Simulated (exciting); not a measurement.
# Electron–core-hole interaction in the Ga K spectrum of GaN

Wanted: the near-edge spectrum and the bound core excitons at the Ga K edge of GaN.

Program: exciting sodium. Level of theory: X-ray absorption, core-level Bethe-Salpeter equation, exchange and statically screened direct term, Tamm-Dancoff, all-electron LAPW+lo LDA. Results are calculated unless marked as measured.

The database entry behind the starting cell differs from later determinations by our own check (about 0.3 % short, ideal inner coordinate), so it need not match the best structure at ambient conditions.

### 1. Starting point

Symmetry: P6_3mc, No. 186, hexagonal system. The conventional cell has a = 3.180 Å, b = 3.180 Å, c = 5.166 Å, α = 90.00°, β = 90.00°, γ = 120.00°. Nearest to Ga lie 4 N at 1.94 to 1.95 Å. N has 4 Ga at 1.94 to 1.95 Å nearest. Farther neighbours and most contacts between anions are not listed.

Coordinates:

```cif
data_structure
_symmetry_space_group_name_H-M 'P 1'
_symmetry_Int_Tables_number 1
_cell_length_a 3.1800
_cell_length_b 3.1800
_cell_length_c 5.1660
_cell_angle_alpha 90.000
_cell_angle_beta 90.000
_cell_angle_gamma 120.000
_cell_volume 45.24
loop_
_atom_site_label
_atom_site_type_symbol
_atom_site_fract_x
_atom_site_fract_y
_atom_site_fract_z
_atom_site_occupancy
Ga1 Ga 0.66667 0.33333 0.50000 1
Ga2 Ga 0.33333 0.66667 0.00000 1
N3 N 0.66667 0.33333 0.87500 1
N4 N 0.33333 0.66667 0.37500 1
```

Differences between curves are given as r.m.s. difference over r.m.s. height.

### 2. The self-consistent potential

The species files are the program's own, with muffin-tin radii set in the input.

Contents of input.xml:

```
<input>
  <title>GaN</title>
  <structure speciespath="." autormt="false" epslat="1.0e-5">
    <crystal>
      <basevect>6.0093290752 0.0000000000 0.0000000000</basevect>
      <basevect>-3.0046645376 5.2042316388 0.0000000000</basevect>
      <basevect>0.0000000000 0.0000000000 9.7623251580</basevect>
    </crystal>
    <species speciesfile="Ga.xml" rmt="2.059">
      <atom coord="0.6666666667 0.3333333333 0.5000000000"/>
      <atom coord="0.3333333333 0.6666666667 0.0000000000"/>
    </species>
    <species speciesfile="N.xml" rmt="1.492">
      <atom coord="0.6666666667 0.3333333333 0.8750000000"/>
      <atom coord="0.3333333333 0.6666666667 0.3750000000"/>
    </species>
  </structure>
  <groundstate do="fromscratch" xctype="LDA_PW" ngridk="6 6 3" rgkmax="7" gmaxvr="14" nempty="8" swidth="0.001" maxscl="100" epsengy="1e-5"/>
</input>
```

Command:

```
> OMP_NUM_THREADS=1 mpirun -n 2 exciting
```

Numbers of over 12 decimals in the logs are rounded to 6 here.

The log of the run:

```text
EXCITING SODIUM started
********************************************************************************
* Ground-state run starting from atomic densities                              *
********************************************************************************
+ Starting initialization                                                      +
[... lattice and species ...]
 Spin treatment                             :    spin-unpolarised
 Number of Bravais lattice symmetries       :      24
[...]
valence-band maximum at    1      0.0000  0.0000  0.0000
     conduction-band minimum at    1      0.0000  0.0000  0.0000
+ Self-consistent loop stopped                                                 +
 STATE.OUT is written
********************************************************************************
* Groundstate module stopped                                                   *
********************************************************************************
 Total time spent (seconds)                 :        59.23
| EXCITING SODIUM stopped                                                      =
[key lines of the parts left out:]
Total energy                               :     -3991.53965464
Fermi energy                               :         0.26036895
```

The job ended after 60 s (2 MPI ranks of Arm Neoverse V2, shared host).

The mesh shows a gap of 1.98 eV. Core levels (Dirac, from the valence top):

| atom | level | energy (eV) |
| --- | --- | --- |
| Ga | 2s1/2 | -1253.2 |
| Ga | 2p1/2 | -1110.0 |
| Ga | 2p3/2 | -1082.4 |
| Ga | 3s1/2 | -141.2 |
| Ga | 3p1/2 | -94.9 |
| Ga | 3p3/2 | -91.3 |
| N | 1s1/2 | -371.8 |

### 3. A richer basis for the empty states

Each species file gets more local orbitals, built from u and its energy derivative at 0.15 Ha and u at 0.9 Ha.

input.xml is that of step 2.

Contents of SPECIES.xml, added lines:

```
<lo l="L">  <!-- L = 0, 1, 2 -->
  <wf matchingOrder="0" trialEnergy="0.1500" searchE="false"/>
  <wf matchingOrder="1" trialEnergy="0.1500" searchE="false"/>
  <wf matchingOrder="0" trialEnergy="0.9000" searchE="false"/>
</lo>
```

Command:

```
> OMP_NUM_THREADS=1 mpirun -n 2 exciting
```

The log of the run:

```text
EXCITING SODIUM started
********************************************************************************
* Ground-state run starting from atomic densities                              *
********************************************************************************
+ Starting initialization                                                      +
[... lattice and species ...]
 Spin treatment                             :    spin-unpolarised
 Number of Bravais lattice symmetries       :      24
[...]
valence-band maximum at    1      0.0000  0.0000  0.0000
     conduction-band minimum at    1      0.0000  0.0000  0.0000
+ Self-consistent loop stopped                                                 +
 STATE.OUT is written
********************************************************************************
* Groundstate module stopped                                                   *
********************************************************************************
 Total time spent (seconds)                 :        65.45
| EXCITING SODIUM stopped                                                      =
[key lines of the parts left out:]
Total energy                               :     -3991.54020314
Fermi energy                               :         0.26066437
```

Elapsed: 68 s, on 2 MPI ranks.

Against the first ground state the total energy moves by -4 meV an atom and the gap by 0.00 eV.

### 4. Screening, kernels and BSE for Ga atom 1

The absorber has 4 N at 1.94 Å (tetrahedral, site symmetry 3m).

input.xml, as its differences from that of step 3:

```diff
@@ -17,3 +17,20 @@
   </structure>
-  <groundstate do="fromscratch" xctype="LDA_PW" ngridk="6 6 3" rgkmax="7" gmaxvr="14" nempty="8" swidth="0.001" maxscl="100" epsengy="1e-5"/>
+  <groundstate do="skip" xctype="LDA_PW" ngridk="6 6 3" rgkmax="7" gmaxvr="14" nempty="8" swidth="0.001" maxscl="100" epsengy="1e-5"/>
+  <xs xstype="BSE" ngridk="5 5 3" ngridq="5 5 3" vkloff="0.097 0.273 0.493" rgkmax="7" nempty="22" gqmax="3" lmaxapwwf="5" lmaxemat="2" broad="0.03344" tevout="true">
+    <energywindow intv="374.528 376.145" points="439"/>
+    <screening screentype="full" nempty="40"/>
+    <BSE xas="true" xasspecies="1" xasatom="1" xasedge="K" bsetype="singlet" nstlxas="1 18"/>
+    <qpointset>
+      <qpoint>0 0 0</qpoint>
+    </qpointset>
+    <plan>
+      <doonly task="xsgeneigvec"/>
+      <doonly task="writepmatxs"/>
+      <doonly task="scrgeneigvec"/>
+      <doonly task="scrwritepmat"/>
+      <doonly task="screen"/>
+      <doonly task="scrcoulint"/>
+      <doonly task="exccoulint"/>
+    </plan>
+  </xs>
 </input>
```

Contents of input.xml for the last start (plan only):

```
  <plan>
    <doonly task="bse"/>
  </plan>
```

Command:

```
> OMP_NUM_THREADS=1 mpirun -n 2 exciting
> OMP_NUM_THREADS=2 exciting
```

The log of the run:

```text
| EXCITING SODIUM started for task xsgeneigvec ( 301)                          =
One-shot GS runs for BSE calculations
One-shot GS runs for k+qmt/2 grids
Info(xsgeneigvec): Generating eigenvectors for Q-point      1
Info(xsgeneigvec): Generation of eigenvectors finished
| EXCITING SODIUM started for task writepmatxs ( 320)                          =
Info(writepmatxs): Momentum matrix elements finished
| EXCITING SODIUM started for task scrgeneigvec ( 401)                         =
One-shot GS runs for BSE calculations
One-shot GS runs for k+qmt/2 grids
[...]
Info(setup_bse_block): Setting up RR part of hamiltonian
Info(setup_bse_block): Singlet spin state
Info(bse): Diagonalizing RR Hamiltonian (TDA)
Info(bse): Invoking Lapack routine ZHEEVR
      2700 eigen solutions found in the interval:
         i1=       1 i2=    2700
Info(bse): Writing excition energies and oscillator strengths to text file.
Info(makespectrum_dist): Making spectrum using formula for coupling with time reversed AR basis.
Info(makespectrum_dist): Using formalism for vanishing momentum transfer.
Info(writederived): Writing quantities derived from the macroscopic dielectric function.
Info(bselauncher): Spectrum finished for iqmt=  1
Info(bselauncher): All done for BSE type singlet
```

Elapsed: 18 min, on 2 MPI ranks.

Wall time by task: xsgeneigvec 16 s, writepmatxs 10 s, scrgeneigvec 16 s, scrwritepmat 4.1 s, screen 3.9 min, scrcoulint 5.5 min, exccoulint 7.4 min, bse 19 s.

The Ga K spectrum of Ga atom 1 (energy from the Kohn–Sham onset, core level to the lowest empty state found on the meshes used, 10203.43 eV; the ground-state mesh sets it, and the shifted mesh has its lowest transition 0.91 eV above it; Im ε scaled to the maximum of the singlet run; cut below the end of the band set):

| E (eV) | isotropic | ε ⊥ c | ε ∥ c |
| --- | --- | --- | --- |
| -5.5 | 0.03 | 0.03 | 0.03 |
| -5.0 | 0.03 | 0.03 | 0.03 |
| -4.5 | 0.03 | 0.03 | 0.03 |
| -4.0 | 0.04 | 0.04 | 0.04 |
| -3.5 | 0.04 | 0.04 | 0.04 |
| -3.0 | 0.05 | 0.05 | 0.05 |
| -2.5 | 0.06 | 0.06 | 0.05 |
| -2.0 | 0.07 | 0.07 | 0.06 |
| -1.5 | 0.08 | 0.08 | 0.08 |
| -1.0 | 0.10 | 0.10 | 0.10 |
| -0.5 | 0.13 | 0.14 | 0.13 |
| 0.0 | 0.19 | 0.19 | 0.18 |
| 0.5 | 0.28 | 0.29 | 0.26 |
| 1.0 | 0.44 | 0.45 | 0.40 |
| 1.5 | 0.63 | 0.65 | 0.59 |
| 2.0 | 0.70 | 0.70 | 0.71 |
| 2.5 | 0.65 | 0.63 | 0.69 |
| 3.0 | 0.60 | 0.57 | 0.67 |
| 3.5 | 0.60 | 0.56 | 0.70 |
| 4.0 | 0.67 | 0.60 | 0.80 |
| 4.5 | 0.75 | 0.66 | 0.92 |
| 5.0 | 0.79 | 0.73 | 0.91 |
| 5.5 | 0.81 | 0.80 | 0.83 |
| 6.0 | 0.88 | 0.92 | 0.81 |
| 6.5 | 0.99 | 1.09 | 0.78 |
| 7.0 | 0.97 | 1.12 | 0.68 |
| 7.5 | 0.85 | 0.99 | 0.56 |
| 8.0 | 0.73 | 0.85 | 0.48 |
| 8.5 | 0.66 | 0.75 | 0.47 |
| 9.0 | 0.62 | 0.68 | 0.51 |
| 9.5 | 0.60 | 0.60 | 0.58 |
| 10.0 | 0.58 | 0.53 | 0.68 |
| 10.5 | 0.55 | 0.48 | 0.70 |
| 11.0 | 0.48 | 0.42 | 0.61 |
| 11.5 | 0.42 | 0.38 | 0.50 |
| 12.0 | 0.39 | 0.36 | 0.44 |
| 12.5 | 0.37 | 0.35 | 0.41 |
| 13.0 | 0.34 | 0.32 | 0.39 |
| 13.5 | 0.33 | 0.30 | 0.39 |
| 14.0 | 0.35 | 0.30 | 0.43 |
| 14.5 | 0.37 | 0.32 | 0.46 |
| 15.0 | 0.40 | 0.36 | 0.48 |
| 15.5 | 0.44 | 0.41 | 0.49 |
| 16.0 | 0.46 | 0.43 | 0.50 |
| 16.5 | 0.47 | 0.45 | 0.52 |
| 17.0 | 0.48 | 0.46 | 0.53 |
| 17.5 | 0.50 | 0.49 | 0.54 |

Maxima (height): 1.9 eV (0.71) and 6.7 eV (1.00).

The Hamiltonian has 2700 rows. The lowest groups of eigenvalues and the brightest ones, on the scale above (the program counts from the shifted mesh's onset, 0.91 eV higher). Core spinors bring spin-forbidden partners, so dark means forbidden by spin or by symmetry, and the shifted mesh splits states that symmetry would keep together:

| energy (eV) | states within 10 meV | relative strength |
| --- | --- | --- |
| 0.271 | 2 | 0.0023 |
| 0.542 | 2 | 0.013 |
| 0.816 | 2 | 0.020 |
| 1.120 | 2 | 0.037 |
| 1.168 | 2 | 0.049 |
| 1.330 | 2 | 0.14 |
| 1.650 | 2 | 1.00 |
| 1.743 | 2 | 0.99 |
| 1.790 | 2 | 0.84 |
| 6.256 | 2 | 0.60 |
| 6.306 | 2 | 0.55 |
| 6.736 | 2 | 0.56 |
| 17.998 | 2 | 0.57 |

### 5. Independent particles

input.xml, as its differences from that of step 4:

```diff
@@ -21,3 +21,3 @@
     <screening screentype="full" nempty="40"/>
-    <BSE xas="true" xasspecies="1" xasatom="1" xasedge="K" bsetype="singlet" nstlxas="1 18"/>
+    <BSE xas="true" xasspecies="1" xasatom="1" xasedge="K" bsetype="IP" nstlxas="1 18"/>
     <qpointset>
@@ -26,9 +26,3 @@
     <plan>
-      <doonly task="xsgeneigvec"/>
-      <doonly task="writepmatxs"/>
-      <doonly task="scrgeneigvec"/>
-      <doonly task="scrwritepmat"/>
-      <doonly task="screen"/>
-      <doonly task="scrcoulint"/>
-      <doonly task="exccoulint"/>
+      <doonly task="bse"/>
     </plan>
```

Command:

```
> OMP_NUM_THREADS=2 exciting
```

The log of the run:

```text
| EXCITING SODIUM started for task bse ( 445)                                  =
Info(bselauncher): Init time:    0.533511
Info(bselauncher): Setting up and diagonalizing BSE Hamiltonian.
Info(bselauncher): Using momentum transfer vectors from list :   1 to  1
Info(bselauncher): Distributing qmt-points over   1 processes.
Info(bselauncher): BSE type: IP
Info(bselauncher): Momentum transfer list index: iqmt=  1
Info(bselauncher): Momentum transfer: vqmtl=   0.000   0.000   0.000
Info(bse): Inspecting occupations...
Info(setranges_modxs): Number of non-reduced k-points:       75
[...]
highest unoccupied state:  36
  Opening gap with a scissor of:      0.000/H      0.000/eV
Info(select_transitions): Number of participating transitions:    2700
Info(bse): Selecting transitions...
Info(bse):bsegap (eV): 10204.330933
Info(bse): IP requested, nothing much to do
Info(bse): Writing excition energies and oscillator strengths to text file.
Info(makespectrum_dist): Making spectrum using formula for coupling with time reversed AR basis.
Info(makespectrum_dist): Using formalism for vanishing momentum transfer.
Info(writederived): Writing quantities derived from the macroscopic dielectric function.
Info(bselauncher): Spectrum finished for iqmt=  1
Info(bselauncher): All done for BSE type IP
```

The job ended after 1.5 s (2 threads).

Maxima (height): 8.3 eV (0.86). Against the singlet run the r.m.s. difference is 50 %. Moving the earlier curve by +3.6 eV leaves 22 %. The highest maximum lies at 8.3 eV (0.86), against 6.7 eV (1.00).

### 6. Exchange alone

input.xml, as its differences from that of step 5:

```diff
@@ -21,3 +21,3 @@
     <screening screentype="full" nempty="40"/>
-    <BSE xas="true" xasspecies="1" xasatom="1" xasedge="K" bsetype="IP" nstlxas="1 18"/>
+    <BSE xas="true" xasspecies="1" xasatom="1" xasedge="K" bsetype="RPA" nstlxas="1 18"/>
     <qpointset>
```

Command:

```
> OMP_NUM_THREADS=2 exciting
```

The log of the run:

```text
| EXCITING SODIUM started for task bse ( 445)                                  =
Info(bselauncher): Init time:    0.535316
Info(bselauncher): Setting up and diagonalizing BSE Hamiltonian.
Info(bselauncher): Using momentum transfer vectors from list :   1 to  1
Info(bselauncher): Distributing qmt-points over   1 processes.
Info(bselauncher): BSE type: RPA
Info(bselauncher): Momentum transfer list index: iqmt=  1
Info(bselauncher): Momentum transfer: vqmtl=   0.000   0.000   0.000
Info(bse): Inspecting occupations...
Info(setranges_modxs): Number of non-reduced k-points:       75
[...]
Info(setup_bse_block): Setting up RR part of hamiltonian
Info(setup_bse_block): Using RPA approximation
Info(bse): Diagonalizing RR Hamiltonian (TDA)
Info(bse): Invoking Lapack routine ZHEEVR
      2700 eigen solutions found in the interval:
         i1=       1 i2=    2700
Info(bse): Writing excition energies and oscillator strengths to text file.
Info(makespectrum_dist): Making spectrum using formula for coupling with time reversed AR basis.
Info(makespectrum_dist): Using formalism for vanishing momentum transfer.
Info(writederived): Writing quantities derived from the macroscopic dielectric function.
Info(bselauncher): Spectrum finished for iqmt=  1
Info(bselauncher): All done for BSE type RPA
```

Wall time 22 s (2 threads).

Maxima (height): 8.3 eV (0.86). The spectrum is that of the independent-particle run within 1 %.

### 7. Direct term alone

input.xml, as its differences from that of step 6:

```diff
@@ -21,3 +21,3 @@
     <screening screentype="full" nempty="40"/>
-    <BSE xas="true" xasspecies="1" xasatom="1" xasedge="K" bsetype="RPA" nstlxas="1 18"/>
+    <BSE xas="true" xasspecies="1" xasatom="1" xasedge="K" bsetype="triplet" nstlxas="1 18"/>
     <qpointset>
```

Command:

```
> OMP_NUM_THREADS=2 exciting
```

The log of the run:

```text
| EXCITING SODIUM started for task bse ( 445)                                  =
Info(bselauncher): Init time:    0.526318
Info(bselauncher): Setting up and diagonalizing BSE Hamiltonian.
Info(bselauncher): Using momentum transfer vectors from list :   1 to  1
Info(bselauncher): Distributing qmt-points over   1 processes.
Info(bselauncher): BSE type: triplet
Info(bselauncher): Momentum transfer list index: iqmt=  1
Info(bselauncher): Momentum transfer: vqmtl=   0.000   0.000   0.000
Info(bse): Inspecting occupations...
[...]
Info(setup_bse_block): Setting up RR part of hamiltonian
Info(setup_bse_block): Triplet spin state
Info(bse): Diagonalizing RR Hamiltonian (TDA)
Info(bse): Invoking Lapack routine ZHEEVR
      2700 eigen solutions found in the interval:
         i1=       1 i2=    2700
Info(bse): Writing excition energies and oscillator strengths to text file.
Info(makespectrum_dist): Making spectrum using formula for coupling with time reversed AR basis.
Info(makespectrum_dist): Using formalism for vanishing momentum transfer.
Info(writederived): Writing quantities derived from the macroscopic dielectric function.
Info(bselauncher): Spectrum finished for iqmt=  1
Info(bselauncher): All done for BSE type triplet
```

Elapsed: 20 s, on 2 threads.

Maxima (height): 1.9 eV (0.71) and 6.7 eV (1.00). The spectrum is that of the singlet run within 1 %.

### 8. Broadening

Changed against the first singlet run: half width (eV) from 0.91 to 0.23.

input.xml, as its differences from that of step 7:

```diff
@@ -18,6 +18,6 @@
   <groundstate do="skip" xctype="LDA_PW" ngridk="6 6 3" rgkmax="7" gmaxvr="14" nempty="8" swidth="0.001" maxscl="100" epsengy="1e-5"/>
-  <xs xstype="BSE" ngridk="5 5 3" ngridq="5 5 3" vkloff="0.097 0.273 0.493" rgkmax="7" nempty="22" gqmax="3" lmaxapwwf="5" lmaxemat="2" broad="0.03344" tevout="true">
-    <energywindow intv="374.528 376.145" points="439"/>
+  <xs xstype="BSE" ngridk="5 5 3" ngridq="5 5 3" vkloff="0.097 0.273 0.493" rgkmax="7" nempty="22" gqmax="3" lmaxapwwf="5" lmaxemat="2" broad="0.00845" tevout="true">
+    <energywindow intv="374.528 376.145" points="573"/>
     <screening screentype="full" nempty="40"/>
-    <BSE xas="true" xasspecies="1" xasatom="1" xasedge="K" bsetype="triplet" nstlxas="1 18"/>
+    <BSE xas="true" xasspecies="1" xasatom="1" xasedge="K" bsetype="singlet" nstlxas="1 18"/>
     <qpointset>
```

Command:

```
> OMP_NUM_THREADS=2 exciting
```

The log of the run:

```text
| EXCITING SODIUM started for task bse ( 445)                                  =
Info(bselauncher): Init time:    0.524398
Info(bselauncher): Setting up and diagonalizing BSE Hamiltonian.
Info(bselauncher): Using momentum transfer vectors from list :   1 to  1
Info(bselauncher): Distributing qmt-points over   1 processes.
Info(bselauncher): BSE type: singlet
Info(bselauncher): Momentum transfer list index: iqmt=  1
Info(bselauncher): Momentum transfer: vqmtl=   0.000   0.000   0.000
Info(bse): Inspecting occupations...
[...]
Info(setup_bse_block): Setting up RR part of hamiltonian
Info(setup_bse_block): Singlet spin state
Info(bse): Diagonalizing RR Hamiltonian (TDA)
Info(bse): Invoking Lapack routine ZHEEVR
      2700 eigen solutions found in the interval:
         i1=       1 i2=    2700
Info(bse): Writing excition energies and oscillator strengths to text file.
Info(makespectrum_dist): Making spectrum using formula for coupling with time reversed AR basis.
Info(makespectrum_dist): Using formalism for vanishing momentum transfer.
Info(writederived): Writing quantities derived from the macroscopic dielectric function.
Info(bselauncher): Spectrum finished for iqmt=  1
Info(bselauncher): All done for BSE type singlet
```

The job ended after 20 s (2 threads).

The spectrum differs from the singlet run by 33 % r.m.s. The highest maximum lies at 6.7 eV (1.71), against 6.7 eV (1.00). Only the width of each line changes; the area stays. A table step wider than the lines misses their tops.

| E (eV) | first run | this run |
| --- | --- | --- |
| -5.0 | 0.03 | 0.01 |
| -4.0 | 0.04 | 0.01 |
| -3.0 | 0.05 | 0.01 |
| -2.0 | 0.07 | 0.02 |
| -1.0 | 0.10 | 0.03 |
| 0.0 | 0.19 | 0.06 |
| 1.0 | 0.44 | 0.27 |
| 2.0 | 0.70 | 1.05 |
| 3.0 | 0.60 | 0.54 |
| 4.0 | 0.67 | 0.60 |
| 5.0 | 0.79 | 0.94 |
| 6.0 | 0.88 | 0.76 |
| 7.0 | 0.97 | 1.35 |
| 8.0 | 0.73 | 0.62 |
| 9.0 | 0.62 | 0.65 |
| 10.0 | 0.58 | 0.57 |
| 11.0 | 0.48 | 0.46 |
| 12.0 | 0.39 | 0.29 |
| 13.0 | 0.34 | 0.28 |
| 14.0 | 0.35 | 0.34 |
| 15.0 | 0.40 | 0.37 |
| 16.0 | 0.46 | 0.46 |
| 17.0 | 0.48 | 0.53 |

(Part 1 of 2 ends here.)

[Banner, clock and machine lines of the logs are left out without a mark of their own.]

[Logs are printed without paths, hosts, clocks, repeated set-up lines and the standing remarks that a program may print on its own settings, such as how far it seeks lower states.]

[Hosts, paths, dates, database ids (printed as entryN), source tags and the programs' standing remarks are cut or masked in the printed files.]
